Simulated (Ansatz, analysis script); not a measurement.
# Fixed-spin-moment curve of FeGe2, part 2 of 2

Aim: the energy of FeGe2 as its total moment is fixed at a series of values, and its answer to a field.

Ansatz 0.2.0; PBEsol, PAW set soft_1 (files made for PBE).

So far. Step 2 (Starting state): The run ends ferromagnetic, with a net moment of 2.39 μB a cell. Only this order was typed. Step 3 (The non-magnetic reference): The free collinear run lies 311 meV below it.

### 5. Total moment fixed at 0.346 μB

Level of this step: Ansatz DFT, collinear, total moment fixed by two Fermi levels; PBEsol, PAW set soft_1; PAW set soft_1 (Ansatz).

Two Fermi levels, one a spin, hold the total moment exactly, which reaches states that a free run would leave.

Input file input.yaml:

```yaml
crystal:
  lattice:
    - [-2.9595565636, 2.9595565636, 2.45140301]
    - [2.9595565636, -2.9595565636, 2.45140301]
    - [2.9595565636, 2.9595565636, -2.45140301]
  atoms:
    - { symbol: Fe, position: [0.75, 0.75, 0.0], spin: 0.173 }
    - { symbol: Fe, position: [0.25, 0.25, 0.0], spin: 0.173 }
    - { symbol: Ge, position: [0.15489261, 0.65489261, 0.80978522] }
    - { symbol: Ge, position: [0.34510739, 0.15489261, 0.5] }
    - { symbol: Ge, position: [0.65489261, 0.84510739, 0.5] }
    - { symbol: Ge, position: [0.84510739, 0.34510739, 0.19021478] }
magnetization:
  spin_polarized: true
  initial_magnetization: 0.346
  spin_locking: { lock_magnetization: hard }
kpoints:
  mp_grid: { grid: [10, 10, 10] }
hamiltonian:
  xc: pbesol
  pseudopotentials: { kind: paw, azcp: { folder: soft_1 }, xc_functional: pbe }
scf:
  occupations: { method: fermi_dirac, width: 0.05 }
  max_iter: 120
  convergence: { dr2_threshold: 1.0e-08 }
  lower_state_search: "off"
basis:
  ecutwfc: 420.0
```

The run is started by

```
$ ansatz run input.yaml --threads 1 --pin off --max-ram 2560MiB --backend cpu --events-out ev --progress --plain --runs-dir out
```

Numbers of over 12 decimals in the logs are rounded to 6 here.

The program printed:

```text
[...]
Crystal: 6 atoms, lattice volume = 85.887 Å³
Basis set: ecut = 420 eV, 1657 PW (Γ)
Bands: 54, of which v1, the nominal top of the filled ones, is band 44 counted from 1 (43 counted from 0)
Symmetry: 16 space group operations
[...]
k-points: 102 of 1000
[...]
Starting moments: Σ|m| = 0.346 μB on 2 of 6 sites
[...]
SCF iter   1: F=—  HF=-25915.911948 eV  |F-HF|=—  |Δ(HF+E_count)|=         —  Δρ=8.08e-2 (↑7.78e-2 ↓8.08e-2)  dr2=3.65e1  dr2_m=2.34e-3  M=0.346 μB ∫|m|=0.348 μB  β_m=0.30  ethr=3.10e-3  ⟨swp⟩=5.0  Hψ=34612  notcnv=0  defer=48
[...]
SCF iter  14: F=-25912.310805 eV  HF=-25912.310805 eV  |F-HF|=8.92e-9  |Δ(HF+E_count)|=   1.63e-9  Δρ=2.00e-6 (↑1.24e-6 ↓2.00e-6)  dr2=9.74e-9  dr2_m=1.22e-10  M=0.346 μB ∫|m|=0.710 μB  ethr=1.14e-11  ⟨swp⟩=2.0  Hψ=20686  notcnv=0
SCF 1 converged in 14 iterations: F = -25912.310805 eV  dr2 = 9.74e-9
[...]
SCF converged after 14 iterations
Stability checked in part: among states of this total moment the steps that led to this state did not find it unstable. No probe was made; neither looks for a lower state of another moment (fixed_total_moment; see scf.lower_state_search)
Magnetization: 0.3460 μB (44.1730 up, 43.8270 down)
Absolute magnetization: 0.7087 μB (∫|ρ↑−ρ↓|, with the PAW one-centre terms)
[...]
Per-site moments (μB) at R_I (Å): [(0.259335, 1.011203741625), (0.259335, 1.011203741625), (-0.021854, 1.052939), (-0.021854, 1.052939), (-0.021854, 1.052939), (-0.021854, 1.052939)]
Free energy (F): -25912.310805 eV
[...]
Internal energy: -25912.247357 eV  (E = F + TS)
E sigma→0 (E₀):  -25912.279081 eV
Entropy (-TS):   -0.063448 eV (-10.575 meV/atom)
Fermi energy:    14.794384 (↑ 14.678189, ↓ 14.910580) eV
[...]
```

Wall time 89 s (1 thread of Arm Neoverse V1, shared host); peak memory 0.79 GiB.

The energy is -20.8 meV from the state without spin, and the largest site carries 0.259 μB.

### 6. Total moment fixed at 0.691 μB

input.yaml, the sections that differ from step 5:

```yaml
crystal:
  lattice:
    - [-2.9595565636, 2.9595565636, 2.45140301]
    - [2.9595565636, -2.9595565636, 2.45140301]
    - [2.9595565636, 2.9595565636, -2.45140301]
  atoms:
    - { symbol: Fe, position: [0.75, 0.75, 0.0], spin: 0.3455 }
    - { symbol: Fe, position: [0.25, 0.25, 0.0], spin: 0.3455 }
    - { symbol: Ge, position: [0.15489261, 0.65489261, 0.80978522] }
    - { symbol: Ge, position: [0.34510739, 0.15489261, 0.5] }
    - { symbol: Ge, position: [0.65489261, 0.84510739, 0.5] }
    - { symbol: Ge, position: [0.84510739, 0.34510739, 0.19021478] }
magnetization:
  spin_polarized: true
  initial_magnetization: 0.691
  spin_locking: { lock_magnetization: hard }
# kpoints, hamiltonian, scf, basis: as in step 5
```

The program printed:

```text
[...]
Crystal: 6 atoms, lattice volume = 85.887 Å³
Basis set: ecut = 420 eV, 1657 PW (Γ)
Bands: 54, of which v1, the nominal top of the filled ones, is band 44 counted from 1 (43 counted from 0)
Symmetry: 16 space group operations
[...]
k-points: 102 of 1000
[...]
Starting moments: Σ|m| = 0.691 μB on 2 of 6 sites
[...]
Per-site moments (μB) at R_I (Å): [(0.490793, 1.011203741625), (0.490793, 1.011203741625), (-0.037388, 1.052939), (-0.037388, 1.052939), (-0.037388, 1.052939), (-0.037388, 1.052939)]
Free energy (F): -25912.364831 eV
[...]
Internal energy: -25912.316226 eV  (E = F + TS)
E sigma→0 (E₀):  -25912.340529 eV
Entropy (-TS):   -0.048605 eV (-8.101 meV/atom)
Fermi energy:    14.807488 (↑ 14.621307, ↓ 14.993668) eV
[...]
[key lines of the parts left out:]
SCF converged after 13 iterations
Magnetization: 0.6910 μB (44.3455 up, 43.6545 down)
```

It took 90 s on 1 thread; peak memory 0.79 GiB.

The energy is -74.8 meV from the state without spin, and the largest site carries 0.491 μB.

### 7. Total moment fixed at 1.728 μB

input.yaml, the sections that differ from step 6:

```yaml
crystal:
  lattice:
    - [-2.9595565636, 2.9595565636, 2.45140301]
    - [2.9595565636, -2.9595565636, 2.45140301]
    - [2.9595565636, 2.9595565636, -2.45140301]
  atoms:
    - { symbol: Fe, position: [0.75, 0.75, 0.0], spin: 0.864 }
    - { symbol: Fe, position: [0.25, 0.25, 0.0], spin: 0.864 }
    - { symbol: Ge, position: [0.15489261, 0.65489261, 0.80978522] }
    - { symbol: Ge, position: [0.34510739, 0.15489261, 0.5] }
    - { symbol: Ge, position: [0.65489261, 0.84510739, 0.5] }
    - { symbol: Ge, position: [0.84510739, 0.34510739, 0.19021478] }
magnetization:
  spin_polarized: true
  initial_magnetization: 1.728
  spin_locking: { lock_magnetization: hard }
# kpoints, hamiltonian, scf, basis: as in step 6
```

The program printed:

```text
[...]
Crystal: 6 atoms, lattice volume = 85.887 Å³
Basis set: ecut = 420 eV, 1657 PW (Γ)
Bands: 54, of which v1, the nominal top of the filled ones, is band 44 counted from 1 (43 counted from 0)
Symmetry: 16 space group operations
[...]
k-points: 102 of 1000
[...]
Starting moments: Σ|m| = 1.728 μB on 2 of 6 sites
[...]
Per-site moments (μB) at R_I (Å): [(1.030017, 1.011203741625), (1.030017, 1.011203741625), (-0.047671, 1.052939), (-0.047671, 1.052939), (-0.047671, 1.052939), (-0.047671, 1.052939)]
Free energy (F): -25912.558061 eV
[...]
Internal energy: -25912.531911 eV  (E = F + TS)
E sigma→0 (E₀):  -25912.544986 eV
Entropy (-TS):   -0.026150 eV (-4.358 meV/atom)
Fermi energy:    14.885925 (↑ 14.755379, ↓ 15.016471) eV
[...]
[key lines of the parts left out:]
SCF converged after 13 iterations
Magnetization: 1.7280 μB (44.8640 up, 43.1360 down)
```

It took 84 s on 1 thread; peak memory 0.79 GiB.

The energy is -268 meV from the state without spin, and the largest site carries 1.03 μB.

### 8. Total moment fixed at 3.11 μB

input.yaml, the sections that differ from step 7:

```yaml
crystal:
  lattice:
    - [-2.9595565636, 2.9595565636, 2.45140301]
    - [2.9595565636, -2.9595565636, 2.45140301]
    - [2.9595565636, 2.9595565636, -2.45140301]
  atoms:
    - { symbol: Fe, position: [0.75, 0.75, 0.0], spin: 1.555 }
    - { symbol: Fe, position: [0.25, 0.25, 0.0], spin: 1.555 }
    - { symbol: Ge, position: [0.15489261, 0.65489261, 0.80978522] }
    - { symbol: Ge, position: [0.34510739, 0.15489261, 0.5] }
    - { symbol: Ge, position: [0.65489261, 0.84510739, 0.5] }
    - { symbol: Ge, position: [0.84510739, 0.34510739, 0.19021478] }
magnetization:
  spin_polarized: true
  initial_magnetization: 3.11
  spin_locking: { lock_magnetization: hard }
# kpoints, hamiltonian, scf, basis: as in step 7
```

The program printed:

```text
[...]
Crystal: 6 atoms, lattice volume = 85.887 Å³
Basis set: ecut = 420 eV, 1657 PW (Γ)
Bands: 55, of which v1, the nominal top of the filled ones, is band 44 counted from 1 (43 counted from 0)
Symmetry: 16 space group operations
[...]
k-points: 102 of 1000
[...]
Starting moments: Σ|m| = 3.11 μB on 2 of 6 sites
[...]
Per-site moments (μB) at R_I (Å): [(1.608828, 1.011203741625), (1.608828, 1.011203741625), (-0.024482, 1.052939), (-0.024482, 1.052939), (-0.024482, 1.052939), (-0.024482, 1.052939)]
Free energy (F): -25912.546885 eV
[...]
Internal energy: -25912.525102 eV  (E = F + TS)
E sigma→0 (E₀):  -25912.535993 eV
Entropy (-TS):   -0.021784 eV (-3.631 meV/atom)
Fermi energy:    14.931511 (↑ 15.095796, ↓ 14.767225) eV
[...]
[key lines of the parts left out:]
SCF converged after 13 iterations
Magnetization: 3.1100 μB (45.5550 up, 42.4450 down)
```

Run time: 83 s. Hardware: 1 thread; peak memory 0.8 GiB.

The energy is -257 meV from the state without spin, and the largest site carries 1.61 μB.

5 more runs differ from these in the same keys alone and are tabled below.

### 9. No field, tight threshold

A field gives a second route to the same curve. A thousand tesla shift each spin by 58 meV, and the threshold is tightened so that small induced moments are resolved.

input.yaml: that of step 8 with these lines changed.

```diff
@@ -6,4 +6,4 @@
   atoms:
-    - { symbol: Fe, position: [0.75, 0.75, 0.0], spin: 1.555 }
-    - { symbol: Fe, position: [0.25, 0.25, 0.0], spin: 1.555 }
+    - { symbol: Fe, position: [0.75, 0.75, 0.0], spin: 1.32 }
+    - { symbol: Fe, position: [0.25, 0.25, 0.0], spin: 1.32 }
     - { symbol: Ge, position: [0.15489261, 0.65489261, 0.80978522] }
@@ -14,4 +14,2 @@
   spin_polarized: true
-  initial_magnetization: 3.11
-  spin_locking: { lock_magnetization: hard }
 kpoints:
@@ -24,3 +22,3 @@
   max_iter: 120
-  convergence: { dr2_threshold: 1.0e-08 }
+  convergence: { dr2_threshold: 1.0e-10 }
   lower_state_search: "off"
```

The program printed:

```text
[...]
Crystal: 6 atoms, lattice volume = 85.887 Å³
Basis set: ecut = 420 eV, 1657 PW (Γ)
Bands: 55, of which v1, the nominal top of the filled ones, is band 44 counted from 1 (43 counted from 0)
Symmetry: 16 space group operations
[...]
k-points: 102 of 1000
[...]
Starting moments: Σ|m| = 2.64 μB on 2 of 6 sites
[...]
Per-site moments (μB) at R_I (Å): [(1.317365, 1.011203741625), (1.317365, 1.011203741625), (-0.039376, 1.052939), (-0.039376, 1.052939), (-0.039376, 1.052939), (-0.039376, 1.052939)]
Free energy (F): -25912.601434 eV
[...]
Internal energy: -25912.577270 eV  (E = F + TS)
E sigma→0 (E₀):  -25912.589352 eV
Entropy (-TS):   -0.024164 eV (-4.027 meV/atom)
Fermi energy:    14.921782 eV
[...]
[key lines of the parts left out:]
SCF converged after 21 iterations
Magnetization: 2.3920 μB (45.1960 up, 42.8040 down)
```

Run time: 2.3 min. Hardware: 1 thread; peak memory 0.8 GiB.

The net moment is 2.39 μB a cell.

### 10. Field of 1500 T

input.yaml: that of step 9 with these lines changed.

```diff
@@ -14,2 +14,3 @@
   spin_polarized: true
+  magnetic_field: 1500.0
 kpoints:
```

The program printed:

```text
[...]
Crystal: 6 atoms, lattice volume = 85.887 Å³
Basis set: ecut = 420 eV, 1657 PW (Γ)
Bands: 55, of which v1, the nominal top of the filled ones, is band 44 counted from 1 (43 counted from 0)
Symmetry: 16 space group operations
[...]
k-points: 102 of 1000
[...]
Starting moments: Σ|m| = 2.64 μB on 2 of 6 sites
[...]
Per-site moments (μB) at R_I (Å): [(1.492336, 1.011203741625), (1.492336, 1.011203741625), (-0.030895, 1.052939), (-0.030895, 1.052939), (-0.030895, 1.052939), (-0.030895, 1.052939)]
Free energy (F): -25912.827834 eV
[...]
Internal energy: -25912.805062 eV  (E = F + TS)
E sigma→0 (E₀):  -25912.816448 eV
Entropy (-TS):   -0.022772 eV (-3.795 meV/atom)
Fermi energy:    14.921471 eV
[...]
[key lines of the parts left out:]
SCF converged after 21 iterations
Magnetization: 2.8197 μB (45.4098 up, 42.5902 down)
```

Run time: 2.1 min. Hardware: 1 thread; peak memory 0.8 GiB.

The net moment is 2.82 μB a cell.

The other 2 runs of this kind were made alike; their results stand in the table below.

### 11. E(M) and M(B)

The energy less the state without spin by total moment:

```tsv
total moment (μB/cell)	energy less the state without spin (meV/cell)
0.00	0
0.35	-20.8
0.69	-74.8
1.04	-143
1.38	-211
1.73	-268
2.07	-301
2.42	-311
2.76	-297
3.11	-257
```

The field that holds a moment is half the difference of the two Fermi levels over μB.

Table of field that holds the moment by total moment:

```tsv
total moment (μB/cell)	field that holds the moment (T)
0.35	-2007
0.69	-3216
1.04	-3494
1.38	-3247
1.73	-2255
2.07	-1101
2.42	97.9
2.76	1288
3.11	2838
```

Site moments:

```tsv
total (μB)	Fe no. 1 (μB)	Fe no. 2 (μB)	Ge no. 3 (μB)	Ge no. 4 (μB)	Ge no. 5 (μB)	Ge no. 6 (μB)
0.346	0.2593	0.2593	-0.0219	-0.0219	-0.0219	-0.0219
0.691	0.4908	0.4908	-0.0374	-0.0374	-0.0374	-0.0374
1.037	0.6878	0.6878	-0.0448	-0.0448	-0.0448	-0.0448
1.382	0.8654	0.8654	-0.0478	-0.0478	-0.0478	-0.0478
1.728	1.03	1.03	-0.0477	-0.0477	-0.0477	-0.0477
2.073	1.184	1.184	-0.0447	-0.0447	-0.0447	-0.0447
2.419	1.328	1.328	-0.0388	-0.0388	-0.0388	-0.0388
2.764	1.47	1.47	-0.032	-0.032	-0.032	-0.032
3.11	1.609	1.609	-0.0245	-0.0245	-0.0245	-0.0245
```

Total moment against field:

```tsv
field (T)	total moment (μB/cell)
0	2.39
300	2.48
600	2.56
1500	2.82
```

Three Landau terms miss the curve as a whole or at its small-moment end, and no Stoner analysis is made here.

### 12. Summary of results

| Quantity | Value |
| --- | --- |
| state of the free run | ferromagnetic |
| net moment of the free run | 2.39 μB |
| energy of the free run from the state without spin | -311 meV a cell |
| lowest of the fixed moments tried | M = 2.419 μB, -311 meV |
| dM/dB between 0 and 300 T | 0.279 μB a cell per 1000 T |

What this shows: At this level the system is magnetic: the free run keeps 1.32 μB on the largest site. No other order was typed. Among the fixed moments, E(M) falls 311 meV below the state without spin and is lowest near 2.419 μB on this grid. The field acts on spins alone. The 13 fixed-moment and field runs took 21 min of wall time, added up. Energies are free energies at a smearing of 0.05 eV, and with partly filled levels differences shift, at times strongly, as the smearing goes to zero. In doubt: the program's search for lower states was switched off, so a lower magnetic state than those reached may exist.

[Logs and program files are shortened in this print: banners, set-up blocks, solver, clock and traceback lines can be left out without a mark of their own.]

[Logs are printed without paths, hosts, clocks, repeated set-up lines and the standing remarks that a program may print on its own settings, such as how far it seeks lower states.]

[Hosts, paths, dates, database ids (printed as entryN), source tags and the programs' standing remarks are cut or masked in the printed files.]
